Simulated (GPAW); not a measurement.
# A GW chain in GPAW: ZnBr2 (R-3m)

How does a plane-wave GW calculation on ZnBr2 (R-3m) run from the first input to the gap?

Main program and level: GPAW 26.7.0; LDA and many-body steps on it, plane waves.

**1. The structure**

It takes space group R-3m (No. 166, trigonal). Conventional cell: a = 3.809 Å, b = 3.809 Å, c = 22.056 Å, α = 90.00°, β = 90.00°, γ = 120.00°. Nearest to Zn lie 6 Br at 2.65 Å. Nearest to Br lie 3 Zn at 2.65 Å. Farther neighbours and most contacts between anions are not listed.

Coordinates:

```
Zn Br
1.0
     1.90429    1.09944    7.35205
    -1.90429    1.09944    7.35205
     0.00000   -2.19889    7.35205
Zn Br
1 2
Direct
  0.00000 0.00000 0.00000
  0.26632 0.26632 0.26632
  0.73368 0.73368 0.73368
```

The cell and positions are those that the Materials Project relaxed with its own functionals (PBE, PBE+U or r2SCAN), kept fixed.

**2. Ground state**

This step: GPAW 26.7.0; DFT, LDA, plane waves, PAW.

The ground-state density comes first.

File run.py:

```python
import json
import numpy as np
from gpaw.mpi import world
from ase import Atoms
from gpaw import GPAW, PW, FermiDirac

atoms = Atoms(['Zn', 'Br', 'Br'],
    cell=[[1.9042942298, 1.0994447862, 7.3520477253],
      [-1.9042942298, 1.0994447862, 7.3520477253],
      [0.0000000000, -2.1988895724, 7.3520477253]],
    scaled_positions=[[0.0000000000, 0.0000000000, 0.0000000000],
      [0.2663220000, 0.2663220000, 0.2663220000],
      [0.7336780000, 0.7336780000, 0.7336780000]],
    pbc=(True, True, True))
calc = GPAW(mode=PW(600),
    xc='LDA',
    kpts={'size': (8, 8, 8), 'gamma': True},
    occupations=FermiDirac(0.001),
    nbands=-7,
    convergence={'density': 1e-6, 'bands': -3},
    maxiter=100,
    txt='gs.txt')
atoms.calc = calc
res = {'energy': atoms.get_potential_energy()}
kpts = calc.get_ibz_k_points()
res['kpts'] = kpts
res['eigenvalues'] = [calc.get_eigenvalues(kpt=k) for k in range(len(kpts))]
res['n_electrons'] = calc.get_number_of_electrons()
calc.write('gs.gpw')

if world.rank == 0:
    with open('result.json', 'w') as f:
        json.dump(res, f, default=lambda x: x.tolist())
```

Launch:

```bash
$ mpirun -n 4 gpaw python run.py
```

Numbers of over 12 decimals in the logs are rounded to 6 here.

Output:

```text
__  _  _
 | _ |_)|_||  |
 |__||  | ||/\| - 26.7.0

Input parameters:
  mode=PW(ecut=600.0),
  convergence={'density': 1e-06, 'bands': -3},
  kpts=MonkhorstPack(size=(8, 8, 8), gamma=True),
  maxiter=100,
  nbands=-7,
  occupations=Occupations(name='fermi-dirac', width=0.001, fixmagmom=False),
  xc=XC(name='LDA')
  [... matrices ...]
Diagonalizing LCAO Hamiltonian
Converting LCAO to pw mode

       Br

       Br

       Zn

Atoms  # Å, Bohr magnetons
|   | symbol |         x |         y |         z |    initial magnetic moments |
| 0 |     Zn |  0.000000 |  0.000000 |  0.000000 | ( 0.0000,  0.0000,  0.0000) |
| 1 |     Br |  0.000000 | -0.000000 |  5.874036 | ( 0.0000,  0.0000,  0.0000) |
| 2 |     Br | -0.000000 | -0.000000 | 16.182107 | ( 0.0000,  0.0000,  0.0000) |

Unit cell  # Å
| periodic |         x |         y |        z |  lengths |    angles |
|      yes |  1.904294 |  1.099445 | 7.352048 | 7.673834 | 28.736631 |
|      yes | -1.904294 |  1.099445 | 7.352048 | 7.673834 | 28.736631 |
|      yes |  0.000000 | -2.198890 | 7.352048 | 7.673834 | 28.736631 |

Number of symmetries: 12
Symmetry operations  # r_c * U_cc + t_c -> r_c
|    | kind |            matrix            |
|  0 |  E   |  1, 0, 0,  0, 1, 0,  0, 0, 1 |
|  1 |  σ   |  1, 0, 0,  0, 0, 1,  0, 1, 0 |
|  2 |  σ   |  0, 1, 0,  1, 0, 0,  0, 0, 1 |
|  3 |  C3  |  0, 1, 0,  0, 0, 1,  1, 0, 0 |
|  4 |  C3  |  0, 0, 1,  1, 0, 0,  0, 1, 0 |
|  5 |  σ   |  0, 0, 1,  0, 1, 0,  1, 0, 0 |
|  6 |  C2  |  0, 0,-1,  0,-1, 0, -1, 0, 0 |
|  7 |  S6  |  0, 0,-1, -1, 0, 0,  0,-1, 0 |
|  8 |  S6  |  0,-1, 0,  0, 0,-1, -1, 0, 0 |
|  9 |  C2  |  0,-1, 0, -1, 0, 0,  0, 0,-1 |
| 10 |  C2  | -1, 0, 0,  0, 0,-1,  0,-1, 0 |
| 11 |  i   | -1, 0, 0,  0,-1, 0,  0, 0,-1 |

BZ-sampling:
  Number of BZ points: 512
  Number of IBZ points: 65

  Monkhorst-Pack size: [8, 8, 8]
  Monkhorst-Pack shift: [0.0625, 0.0625, 0.0625]

K-points  # in reciprocal-cell coordinates
|     |                                coordinates |     weight |
|   0 | (  0.00000000,   0.00000000,   0.00000000) | 0.00195312 |
|   1 | (  0.12500000,   0.00000000,  -0.12500000) | 0.01171875 |
|   2 | (  0.12500000,   0.00000000,   0.00000000) | 0.01171875 |
|   3 | (  0.12500000,   0.12500000,  -0.12500000) | 0.01171875 |
|   4 | (  0.12500000,   0.12500000,   0.00000000) | 0.01171875 |
|   5 | (  0.12500000,   0.12500000,   0.12500000) | 0.00390625 |
|   6 | (  0.25000000,  -0.12500000,  -0.12500000) | 0.01171875 |
|   7 | (  0.25000000,   0.00000000,  -0.25000000) | 0.01171875 |
|   8 | (  0.25000000,   0.00000000,  -0.12500000) | 0.02343750 |
|   9 | (  0.25000000,   0.00000000,   0.00000000) | 0.01171875 |
| ... |                                            |            |
|  64 | (  0.50000000,   0.50000000,   0.50000000) | 0.00195312 |

Plane wave coefficients: 3119
Cutoff: 600.0 eV

Spin-components: 1 (collinear spins)
Bands:           20
Projectors:      16
Spin-degeneracy: 2
Datatype:        complex128

  Storage: CPU
  Wave functions: 64_875_200 bytes (16_218_800 per core)
  Projectors: 74_606_480 bytes (18_651_620 per core)
  [... matrices ...]
Parallelization:
  kpt:    4
  domain: 1
  band:   1

Density:
  Valence electrons: 26.0
  Components: 1
  Grid points: [45 45 45]
  Charge: 0.0  # |e|

Potential:
  Grid points: [45 45 45]

species:
  Zn:
    name:    Zinc
    Z:       30.0
    valence: 12
    core:    18
    charge:  0.0  # [|e|]
    compensation charges:
      type: gauss
      rc: 0.37  # [Å]
      lmax: 2
    cutoffs:
      filter: 2.14  # [Å]
      core: 2.28  # [Å]
    projectors
    | kind |    occ | energy [eV] | rcut [Å] |
    |   4s |  2.000 |      -6.218 |    1.286 |
    |   4p |  0.000 |      -1.230 |    1.270 |
    |   3d | 10.000 |     -10.426 |    1.180 |
    |    s |        |      20.994 |    1.286 |
    |    p |        |      25.981 |    1.270 |
    |    d |        |      16.786 |    1.180 |

    Using partial waves for Zn as LCAO basis

  Br:
    name:    Bromine
    Z:       35.0
    valence: 7
    core:    28
    charge:  0.0  # [|e|]
    compensation charges:
      type: gauss
      rc: 0.35  # [Å]
      lmax: 2
    cutoffs:
      filter: 1.98  # [Å]
      core: 2.38  # [Å]
    projectors
    | kind |    occ | energy [eV] | rcut [Å] |
    |   4s |  2.000 |     -20.306 |    1.111 |
    |   4p |  5.000 |      -8.003 |    1.111 |
    |    s |        |       6.906 |    1.111 |
    |    p |        |      19.208 |    1.111 |
    |    d |        |       0.000 |    1.111 |

    Using partial waves for Br as LCAO basis

Reference energy: -190412.990480  # eV

eigensolver:
  PPCG
  Converge bands: -3
  niter=2

density mixing:
  MSR1-Mixer
  Pratt-step length: 0.05
  Maximum mixing coefficient: 0.75
  Old densities: 10
  SVD Regularization: 0.005
  Good broyden scale: 1.0
  Trust region scale: 1.0
  Backstep threshold: 4.0
  History deletion threshold: 6.0
  Fourier metric: weight=20.0, sigma=0.015

occupation numbers:
  Fermi-Dirac:
    width: 0.0010  # eV

poisson solver:
  ecut: 4800.0  # eV

xc functional:
  name: None

Initialization done in: 2.265 s

convergence criteria:
- Maximum integral of absolute [dens]ity change: 1e-06 electrons / valence electron
- Maximum [total energy] change in last 3 cyles: 0.0005 eV / valence electron
- Maximum integral of absolute [eigenst]ate change: 4e-08 eV^2 / valence electron
maximum number of iterations: 100

SCF iterations
|iter     |     time |      energy | eigst |  dens |
|iter:   1|  |   -8.798284 | +0.86 |       |
|iter:   2|  |   -8.717039 | -0.60 | -1.34 |
|iter:   3|  |   -8.457953 | -1.06 | -1.38 |
|iter:   4|  |   -8.448977 | -2.22 | -1.92 |
|iter:   5|  |   -8.449073c| -3.96 | -2.47 |
|iter:   6|  |   -8.449020c| -4.48 | -3.33 |
|iter:   7|  |   -8.449021c| -5.44 | -3.69 |
|iter:   8|  |   -8.449021c| -6.46 | -4.22 |
|iter:   9|  |   -8.449021c| -7.53c| -4.78 |
|iter:  10|  |   -8.449021c| -8.14c| -5.73 |
|iter:  11|  |   -8.449021c| -8.64c| -6.21c|

Converged in 11 steps
SCF loop duration: 48.382 s (4.398 s/step)
Energy contributions relative to reference atoms: (reference = -190412.990480)
  [... matrices ...]
Energy contributions:
  Kinetic:          11.038490
  Coulomb:          -9.730790
  Zero:             -0.035661
  External:          0.000000
  Xc:               -9.721061
  Entropy:          -0.000000
  Spinorbit:         0.000000
  ----------------------------
  Free energy:      -8.449021
  Extrapolated:     -8.449021

dipole moment: (0.000000, 0.000000, -41.226876)  # |e|*Ang

Fermi level: 1.635
Eigenvalues  # (at kpt = [0.000, 0.000, 0.000])
| band index |      eig [eV] | occ [0-2] |
|          0 |       -14.234 |     2.000 |
|        ... |               |           |
|          5 |        -5.430 |     2.000 |
|          6 |        -5.430 |     2.000 |
|          7 |        -3.690 |     2.000 |
|          8 |        -0.694 |     2.000 |
|          9 |        -0.448 |     2.000 |
|         10 |        -0.448 |     2.000 |
|         11 |        -0.205 |     2.000 |
|         12 |        -0.205 |     2.000 |
|         13 |         2.823 |     0.000 |
|         14 |         5.148 |     0.000 |
|         15 |         7.579 |     0.000 |
|         16 |         7.579 |     0.000 |
|         17 |         7.594 |     0.000 |
|         18 |        10.573 |     0.000 |
|         19 |        10.827 |     0.000 |

Gap: 2.980 eV
Transition (v -> c):
  (s=0, k=42, n=12, [0.38, 0.38, 0.25]) -> (s=0, k=0, n=13, [0.00, 0.00, 0.00])
Direct/indirect transitions are different
Direct gap: 3.028 eV
Transition at: (s=0, k=0, n=12, [0.00, 0.00, 0.00])
# Writing to gs.gpw (mode='')
  [... matrices ...]
```

Wall time 52 s (4 MPI ranks of Arm Neoverse V2, shared host); peak memory 1.1 GiB.

Numbers from this step:

- total energy: -8.449 eV
- gap: 2.980 eV
- k of the valence top: 0.375, 0.375, 0.25
- k of the conduction bottom: 0, 0, 0
- least direct gap: 3.028 eV

The gap is indirect, with the least direct gap 0.05 eV higher.

**3. Empty states on the mesh, 4×4×4 mesh, 219 bands**

The sums over transitions need many empty states on a uniform mesh; this step solves for them.

File run.py:

```python
import json
import numpy as np
from gpaw.mpi import world
from gpaw import GPAW

calc = GPAW('gs.gpw').fixed_density(kpts={'size': (4, 4, 4), 'gamma': True},
    nbands=255,
    convergence={'bands': 219},
    txt='nscf.txt')
calc.write('full.gpw', mode='all')
res = {}
kpts = calc.get_ibz_k_points()
res['kpts'] = kpts
res['eigenvalues'] = [calc.get_eigenvalues(kpt=k) for k in range(len(kpts))]
res['n_electrons'] = calc.get_number_of_electrons()

if world.rank == 0:
    with open('result.json', 'w') as f:
        json.dump(res, f, default=lambda x: x.tolist())
```

Launch:

```bash
$ mpirun -n 4 gpaw python run.py
```

Output:

```text
Diagonalizing LCAO Hamiltonian
Converting LCAO to pw mode
convergence criteria:
- Maximum integral of absolute [eigenst]ate change: 4e-08 eV^2 / valence electron
maximum number of iterations: 100

SCF iterations
|iter     |     time |      energy | eigst |  dens |
|iter:   1|  |             | +4.73 |       |
|iter:   2|  |             | +3.50 |       |
|iter:   3|  |             | +2.37 |       |
[...]
|iter:  14|  |             | -6.73 |       |
|iter:  15|  |             | -7.13 |       |
|iter:  16|  |             | -7.52c|       |
SCF steps: 16
  __  _  _
 | _ |_)|_||  |
 |__||  | ||/\| - 26.7.0

Input parameters:
  mode=PW(ecut=600.0),
  convergence={'bands': 219},
  gpts=array([45, 45, 45]),
  kpts=MonkhorstPack(size=(4, 4, 4), gamma=True),
  maxiter=100,
  nbands=255,
  occupations=Occupations(name='fermi-dirac', width=0.001, fixmagmom=False),
  parallel={},
  xc=XC(name='LDA')
# Writing to full.gpw (mode='all')
  [... matrices ...]

timing:  # [seconds]
  Total: 0.073  # ━━━━━━━━━━━━━━━━━━━━━━━━━━━━━━━━━━━━━━━━━━━━━━━━━━━━━━━━━━━
```

It took 4.2 min on 4 MPI ranks; peak memory 1.4 GiB; 17 min of CPU time.

Numbers from this step:

```yaml
gap: 3.020 eV
k_of_the_valence_top: 0.5, 0.5, 0.5
k_of_the_conduction_bottom: 0, 0, 0
least_direct_gap: 3.028 eV
k_points_computed: 13
lowest_point_of_the_top_converged_band_above_the_valence_top: 95.2373 eV
```

On this mesh the gap is 3.020 eV. The earlier step found 2.980 eV, so this mesh misses an edge.

**4. Screening and self-energy, 4×4×4 mesh, 97 bands, screening to 60 eV**

Now the one-shot GW correction: screening in the RPA, then the self-energy of the levels asked for.

This step: G0W0 on LDA, plane waves, PAW.

File run.py:

```python
import json
import numpy as np
from gpaw.mpi import world
from gpaw.response.g0w0 import G0W0

gw = G0W0('full.gpw',
    filename='gw',
    kpts=[0, 12],
    bands=(11, 15),
    ecut=60,
    nbands=97,
    integrate_gamma='WS',
    ppa=True)
gw.calculate()
res = {mode: {k: v for k, v in r.items() if k != 'sigma_eskwn'}
       for mode, r in gw.all_results.items()}

if world.rank == 0:
    with open('result.json', 'w') as f:
        json.dump(res, f, default=lambda x: x.tolist())
```

Launch:

```bash
$ mpirun -n 4 gpaw python run.py
```

Output:

```text
Using integrator: PointIntegrator
FrequencyGridDescriptor(from 0.000+0.000j to 0.000+27.211j eV, 2 points)
Nonperiodic BCs:  [False False False]
Using integrator: PointIntegrator
FrequencyGridDescriptor(from 0.000+0.000j to 0.000+27.211j eV, 2 points)
Nonperiodic BCs:  [False False False]
  ___  _ _ _
 |   || | | |
 | | || | | |
 |__ ||_____|
 |___|

BZ k-points: Symmetries present (total): 12

  [... matrices ...]
64 k-points: 4 x 4 x 4 Monkhorst-Pack grid + [1/8,1/8,1/8]
13 k-points in the irreducible part of the Brillouin zone
       k-points in crystal coordinates                weights
   0:     0.00000000    0.00000000    0.00000000          1/64
   1:     0.25000000    0.00000000   -0.25000000          6/64
   2:     0.25000000    0.00000000    0.00000000          6/64
   3:     0.25000000    0.25000000   -0.25000000          6/64
   4:     0.25000000    0.25000000    0.00000000          6/64
   5:     0.25000000    0.25000000    0.25000000          2/64
   6:     0.50000000    0.00000000    0.00000000          3/64
   7:     0.50000000    0.25000000   -0.25000000          6/64
   8:     0.50000000    0.25000000    0.00000000         12/64
   9:     0.50000000    0.25000000    0.25000000          6/64
          ...
  12:     0.50000000    0.50000000    0.50000000          1/64

Distributing spins, k-points and bands (1 x 2 x 4) over 4 processes
Number of blocks: 1

Quasi particle states:
k-points (IBZ indices): [0, 12]
Band range: (11, 15)
  [... matrices ...]
Computational parameters:
Plane wave cut-off: 60 eV
Number of bands: 97
Coulomb cutoff: None
Broadening: 0.1 eV

fxc modes: GW
Kernel: RPA
Using Godby-Needs plasmon-pole approximation:
  Fitting energy: i*E0, E0 = 1.000 Hartree
Summing all q:

Calculating screened Coulomb potential
No Coulomb truncation
FrequencyGridDescriptor(from 0.000+0.000j to 0.000+27.211j eV, 2 points)
Removing empty qpoint cache files...

Calculating chi0 body with:
    Ground state adapter containing:
    Number of spins: 1
    Number of kpoints: 64
    Number of irreducible kpoints: 13
    Number of completely occupied states: 13
    Number of partially occupied states: 13
    Occupied states memory: 18.075943 M / cpu

    Linear response parametrization:
    q_c: [0.0, 0.0, 0.0]
    Number of frequency points: 2
    Planewave cutoff: 60.0
    Number of bands: 97
    Number of planewaves: 99
    Broadening (eta): 1e-06
    comm.size: 4
    kncomm.size: 4
    blockcomm.size: 1

    Memory estimate of potentially large arrays:
        chi0_wGG: 0.299103 M / cpu
Integrating chi0 body.

Symmetries of q_c:
    Direct symmetries (Uq -> q): 12
    Indirect symmetries (TUq -> q): 0
In total 12 allowed symmetries.

  [... matrices ...]
13 groups of equivalent kpoints. 79.6875% reduction.

Integral kind: response function
Integrating chi0 head and wings.

Symmetries of q_c:
    Direct symmetries (Uq -> q): 12
    Indirect symmetries (TUq -> q): 0
In total 12 allowed symmetries.

  [... matrices ...]
13 groups of equivalent kpoints. 79.6875% reduction.

Integral kind: response function wings

Calculating chi0 body with:
    Ground state adapter containing:
    Number of spins: 1
    Number of kpoints: 64
    Number of irreducible kpoints: 13
    Number of completely occupied states: 13
    Number of partially occupied states: 13
    Occupied states memory: 18.075943 M / cpu

[... the further q-points ...]

Results:
f:      Occupation numbers
eps:     KS-eigenvalues [eV]
vxc:     KS vxc [eV]
exx:     Exact exchange [eV]
sigma:   Self-energies [eV]
dsigma:  Self-energy derivatives
Z:       Renormalization factors
qp:      QP-energies [eV]

k-point 0 (0): (0.000, 0.000, 0.000)                GW
band       f     eps     vxc     exx   sigma  dsigma       Z      qp
                                                                   GW
  11   1.000  -0.205 -19.078 -22.604   2.595  -0.247   0.802  -0.951
  12   1.000  -0.205 -19.078 -22.604   2.595  -0.247   0.802  -0.951
  13   0.000   2.823 -13.332  -8.934  -2.849  -0.199   0.834   4.115
  14   0.000   5.148 -11.160  -6.318  -3.414  -0.197   0.836   6.341

k-point 1 (12): (0.500, 0.500, 0.500)                GW
band       f     eps     vxc     exx   sigma  dsigma       Z      qp
                                                                   GW
  11   1.000  -0.197 -19.096 -22.617   2.593  -0.247   0.802  -0.940
  12   1.000  -0.197 -19.096 -22.617   2.593  -0.247   0.802  -0.940
  13   0.000   3.422 -15.352 -10.589  -2.937  -0.213   0.825   4.928
  14   0.000   5.050 -11.106  -6.366  -3.352  -0.194   0.837   6.212
```

The job ended after 4 min (4 MPI ranks; peak memory 2.8 GiB; 16 min of CPU time).

This step gave:

```
G0W0 gap on the points computed              : 5.055 eV
least direct G0W0 gap on the computed points : 5.066 eV
Z at the valence top                         : 0.8018
Z at the conduction bottom                   : 0.8339
starting gap on the mesh                     : 3.020 eV
k of the valence top                         : 0.5, 0.5, 0.5
k of the conduction bottom                   : 0, 0, 0
```

The gap on the mesh goes from 3.02 eV to 5.06 eV, a correction of +2.04 eV. The start differs from the 2.98 eV found before because the two sample other k points.

Limits: finite bands, cutoff and mesh; no spin-orbit coupling. v1 is the top filled band, c1 the lowest empty one. Levels before and after the correction, in eV, zero at the valence-band top of each column:

|  | conduction bottom | valence top |
| --- | --- | --- |
| Kohn-Sham | 3.02 | 0.00 |
| G0W0 | 5.06 | 0.00 |

|  | level | energy (eV) |
| --- | --- | --- |
| Kohn-Sham | Γ v2-v1 | -0.008 |
| Kohn-Sham | Γ c1 | 3.020 |
| Kohn-Sham | Γ c2 | 5.344 |
| Kohn-Sham | (0.5 0.5 0.5) v2-v1 | 0.000 |
| Kohn-Sham | (0.5 0.5 0.5) c1 | 3.618 |
| Kohn-Sham | (0.5 0.5 0.5) c2 | 5.247 |
| G0W0 | Γ v2-v1 | -0.011 |
| G0W0 | Γ c1 | 5.055 |
| G0W0 | Γ c2 | 7.282 |
| G0W0 | (0.5 0.5 0.5) v2-v1 | 0.000 |
| G0W0 | (0.5 0.5 0.5) c1 | 5.868 |
| G0W0 | (0.5 0.5 0.5) c2 | 7.152 |

**5. Where the time went**

Times are wall times on 4 MPI ranks of Arm Neoverse V2, shared host, good to a factor of about two.

| step | time | share | memory (GiB) |
| --- | --- | --- | --- |
| ground state | 52 s | 10 % | 1.1 |
| empty states on the mesh | 4.2 min | 46 % | 1.4 |
| screening and self-energy | 4 min | 44 % | 2.8 |

**6. Results**

| Property | Result |
| --- | --- |
| LDA gap | 2.98 eV, indirect (only 48 meV under the direct gap) |
| G0W0 gap on the mesh | 5.06 eV |
| G0W0 gap over the zone (rigid shift) | 5.02 eV |
| GW settings | 4×4×4 mesh, 97 bands, screening to 60 eV, Godby-Needs plasmon pole |
| known limits | not at the basis limit; no spin-orbit coupling |

What this shows: G0W0 moves the gap on the mesh from 3.02 eV to 5.06 eV (+2.04 eV), with Z of 0.80 and 0.83 at the edges. The mesh misses the band edges by 0.04 eV in all; a rigid shift gives 5.02 eV for the zone. Only 2 of the mesh's irreducible points were corrected, so a valley elsewhere could overtake. Bands and cutoff are finite, so the gap is not at the basis limit. The miss can reach some tenths of an eV and take either sign; the mesh is an error of its own. These stock PAW sets were not made for GW; the filled d or f shell of Br lies in the frozen core, which bears on start and correction. In the G0W0 run levels were corrected at 2 k points alone, so a gap called «on the mesh» is the least over those, and an edge elsewhere would be missed. The many-body steps are scalar-relativistic: spin-orbit coupling is not in them.

[Paths, hosts, dates, memory and timing lines, banners, echoed tables and standing remarks are left out of the program output.]

[Logs are printed without paths, hosts, clocks, repeated set-up lines and the standing remarks that a program may print on its own settings, such as how far it seeks lower states.]

[Runs of the session that timed out or met a known fault of the program may be left out.]

[Hosts, paths, dates, database ids (printed as entryN), source tags and the programs' standing remarks are cut or masked in the printed files.]
